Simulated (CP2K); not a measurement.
The C K edge of azulene was computed by TDDFT (CP2K XAS_TDP, aug-cc-pVDZ, TDA) at these levels: PBEh(45%), PBEh(45%) + GW2X and PBEh(60%). The first three lines of C1 (bonded to 2 C and H) with a strength over 0.0015, energy in eV and strength:

| run | first | second | third |
| --- | --- | --- | --- |
| 1 | 280.68 (0.048) | 284.49 (0.012) | 285.88 (0.004) |
| 2 | 284.78 (0.059) | 289.25 (0.020) | 291.08 (0.005) |
| 3 | 286.13 (0.047) | 289.94 (0.012) | 291.33 (0.004) |

**Question.** Which run is which?

Run 1: PBEh(45%) (45 % exact exchange). Run 2: PBEh(60%) (60 % exact exchange). Run 3: PBEh(45%) + GW2X (45 % exact exchange). Self-interaction lifts the core level, so the uncorrected lines rise with the share of exact exchange. The GW2X run keeps the spacings of its parent: 3.81 eV between the first two lines in run 3, 3.81 eV in run 1. Its shift is +5.45 eV, since the Kohn–Sham level at this share of exchange lies that far above the quasiparticle level.

[Hosts, paths, dates, database ids (printed as entryN), source tags and the programs' standing remarks are cut or masked in the printed files.]
